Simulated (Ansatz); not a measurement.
# BeInCl3 (model cell, started as cubic perovskite with Be in the octahedra): phonons and vibrational spectra, part 3 of 3

Task: relax BeInCl3 (model cell, started as cubic perovskite with Be in the octahedra), then find its harmonic phonons.

Ansatz 0.2.0; DFT PBEsol, scalar-relativistic, plane waves, PAW; PAW set soft_1.

So far. Step 4 (Tight relaxation): The forces vanish by symmetry and the pressure is 0.006 GPa, within the tolerances set. The cell now holds 19.28 Å³/atom. Step 5 (Zone-centre response): Before it was imposed, the acoustic sum rule was missed by 1.6e-4 eV/Å² and the charge sum rule by 0.0028 e. Small misses are needed for a sound result but don't prove that mesh and cutoff are converged. The relaxed cell has a = 4.586 Å (conventional setting).

The structure was built from a prototype and need not be the compound's stable phase.

**6. The dispersion (continued)**

Frequencies (cm⁻¹) solved at each irreducible wavevector; negative means imaginary. Frequencies by wavevector, by row:

```
q in reciprocal lattice units  star  mode 1  mode 2  mode 3  mode 4  mode 13  mode 14  mode 15
                        0 0 0     1  -289.1  -289.1  -289.1       0    221.2    221.2    221.2
                     0 0 0.25     6    -286    -286    39.8    39.8    220.9    220.9    260.4
                     0 0 -0.5     3    -283    -283    44.9    44.9    221.1    221.1    315.2
                  0 0.25 0.25    12    -283  -179.7    35.5    37.6    219.9    244.7    267.9
                  0 0.25 -0.5    12  -279.9  -154.9    43.7    45.8    222.6    258.1    316.3
                  0 -0.5 -0.5     3  -276.9     -99    45.3    45.3    272.4      319      319
               0.25 0.25 0.25     8  -176.6  -176.6    31.8    44.7    220.4    258.3    289.6
               0.25 0.25 -0.5    12  -173.6    -139    45.3    47.5      244    285.3    328.2
               0.25 -0.5 -0.5     6  -155.9  -104.1    48.1    48.1    296.6    339.8    339.8
               -0.5 -0.5 -0.5     1  -109.2  -109.2    49.7    49.7    360.8    360.8    360.8
```

Interpolated from a 4×4×4 q mesh, with the LO-TO term (at Γ the limit along the path; where Γ stands inside the path, tables give the limit on arrival). The phonon branches at the labelled points (cm⁻¹):

| point | branch 1 | branch 2 | branch 3 | branch 4 | branch 12 | branch 13 | branch 14 | branch 15 |
| --- | --- | --- | --- | --- | --- | --- | --- | --- |
| Γ | -289 | -289 | -116 | 0 | 196 | 221 | 221 | 228 |
| halfway | -286 | -286 | 40 | 40 | 216 | 221 | 221 | 260 |
| X | -283 | -283 | 45 | 45 | 218 | 221 | 221 | 315 |
| halfway | -280 | -155 | 44 | 46 | 219 | 222 | 258 | 316 |
| M | -277 | -99 | 45 | 45 | 217 | 272 | 319 | 319 |
| halfway | -283 | -180 | 35 | 38 | 212 | 220 | 245 | 268 |
| Γ | -289 | -289 | -116 | 0 | 196 | 221 | 221 | 228 |
| halfway | -177 | -177 | 32 | 45 | 220 | 220 | 258 | 290 |
| R | -109 | -109 | 50 | 50 | 309 | 361 | 361 | 361 |
| halfway | -174 | -139 | 45 | 48 | 231 | 244 | 285 | 328 |
| X | -283 | -283 | 45 | 45 | 218 | 221 | 221 | 315 |
| jump to R | -109 | -109 | 50 | 50 | 309 | 361 | 361 | 361 |
| halfway | -156 | -104 | 48 | 48 | 249 | 297 | 340 | 340 |
| M | -277 | -99 | 45 | 45 | 217 | 272 | 319 | 319 |

The phonon density of states has structure finer than the step of the table below, so its rows give means over 20 cm⁻¹, whole bins alone (the curve runs from -288 to 362 cm⁻¹). Peaks (cm⁻¹: height): -277.5: 0.0331, 47.5: 0.254, 107.5: 0.0724, 152.5: 0.0747, 217.5: 0.115.

Tetrahedra on a 16×16×16 mesh, mean over bins of 5 cm-1. Interpolated from a 4×4×4 q mesh. Table of phonon density of states by wavenumber; means over each step:

wavenumber (cm⁻¹), phonon density of states (1/cm⁻¹/cell) and a bar:
```
     -260      0.014 ####
     -240      0.009 ###
     -220      0.008 ##
     -200      0.007 ##
     -180      0.007 ##
     -160      0.007 ##
     -140      0.008 ##
     -120      0.012 ###
     -100      0.008 ##
      -80      0.001 
      -60      0.001 
      -40      0.001 
      -20      0.001 
        0      0.001 
       20      0.006 #
       40      0.106 ##############################
       60      0.035 ##########
       80      0.025 #######
      100      0.050 ##############
      120      0.050 ##############
      140      0.056 ################
      160      0.064 ##################
      180      0.043 ############
      200      0.026 #######
      220      0.057 ################
      240      0.025 #######
      260      0.026 #######
      280      0.023 ######
      300      0.022 ######
      320      0.023 ######
      340      0.007 ##
```

The partial phonon density of states has structure finer than the step of the table below, so its rows give means over 20 cm⁻¹, whole bins alone (the curve runs from -299 to 379 cm⁻¹). Peaks (cm⁻¹: height): Be -269.3: 0.0247, -226.6: 0.0157, -171.2: 0.0076, 216.6: 0.0133, 255.0: 0.0104, 280.6: 0.0121, 314.7: 0.0260; Cl -107.3: 0.0163, 110.1: 0.0574, 152.7: 0.0650, 216.6: 0.0654; In 46.2: 0.163.

Phonopy on the run's constants, 13x13x13 mesh, Gaussian sigma 4.8 cm-1. Interpolated from a 4×4×4 q mesh. Partial phonon density of states against wavenumber; means over each step; values in 1/cm⁻¹/cell:

```
wavenumber (cm⁻¹)       Be       Cl       In
             -280   0.0166  0.00275   8.7e-6
             -260   0.0114  0.00222   1.9e-5
             -240  0.00597  0.00200   2.9e-5
             -220  0.00831  0.00322   9.1e-5
             -200  0.00158  0.00106   3.2e-5
             -180  0.00401  0.00431   1.2e-4
             -160  0.00318  0.00409   2.0e-4
             -140  0.00132  0.00464   1.2e-4
             -120  0.00157   0.0113   2.6e-4
             -100   5.6e-4  0.00784   2.7e-4
              -80   4.0e-5   3.7e-5   4.9e-5
              -60   4.1e-4   4.8e-5  0.00109
              -40   1.5e-4   1.2e-5   4.9e-4
              -20   4.9e-5   1.6e-5   4.4e-4
                0   1.0e-4   1.2e-4  0.00104
               20   2.9e-4  0.00112  0.00558
               40  0.00119  0.00419   0.0933
               60   5.6e-4  0.00575   0.0356
               80   8.3e-4   0.0208  0.00382
              100  0.00265   0.0428  0.00241
              120  0.00264   0.0468  0.00111
              140  0.00158   0.0547   4.3e-4
              160  0.00100   0.0615   2.2e-4
              180   5.6e-4   0.0418   6.4e-5
              200  0.00290   0.0264   4.5e-4
              220  0.00998   0.0450   6.5e-4
              240  0.00645   0.0167   4.3e-4
              260  0.00855   0.0176   4.8e-4
              280  0.00968   0.0129   3.7e-4
              300   0.0149  0.00640   3.7e-4
              320   0.0210  0.00138   3.5e-4
              340  0.00711   2.0e-4   7.4e-5
              360  0.00159   1.1e-5   3.3e-6
```

Symmetry leaves 10 wavevectors to solve. The lowest mode among them, the acoustic zeros apart, lies at Γ and is imaginary, 289.1i cm⁻¹, so the energy falls along it.

**7. Outcome**

- space group after relaxation (within 0.01 Å): Pm-3m
- volume per atom: 19.3 Å³
- gap on the k-mesh: 1.69 eV
- highest optical mode at the zone centre (no LO-TO term): 221 cm⁻¹
- top of the zone-centre spectrum with the field: 228 cm⁻¹
- lowest optical zone-centre mode: -289 cm⁻¹
- mean high-frequency dielectric constant: 5.73
- largest Born charge (third of the trace): 2.82 e
- lowest mode on the q mesh (acoustic modes at Γ apart): -289 cm⁻¹
- highest frequency on the path or at a solved wavevector: 361 cm⁻¹
- imaginary modes on the 4×4×4 q mesh: yes

Modes are clearly imaginary (beyond 10i cm⁻¹) at 10 of the 10 irreducible wavevectors, most at Γ (289.1i cm⁻¹), so this structure is not a minimum of the energy. Without the field, the optical modes at Γ span -289 to 221 cm⁻¹ (negative means imaginary). The highest mode in this list at Γ, 221.2 cm⁻¹, is mostly motion of Cl (97 % of the kinetic energy). With the macroscopic field of the longitudinal modes the top of the zone-centre spectrum lies at 228 cm⁻¹, against 221 cm⁻¹ without it. Among the real modes, the strongest infrared line is at 62 cm⁻¹. The PAW files were made for PBE and serve the other functionals too. The starting cell was built on a prototype and not taken from a measurement, so the phase need not exist. These are harmonic frequencies at zero temperature: anharmonic shifts, linewidths and thermal expansion are left out.

[Logs are printed without paths, hosts, clocks, repeated set-up lines and the standing remarks that a program may print on its own settings, such as how far it seeks lower states.]

[Hosts, paths, dates, database ids (printed as entryN), source tags and the programs' standing remarks are cut or masked in the printed files.]
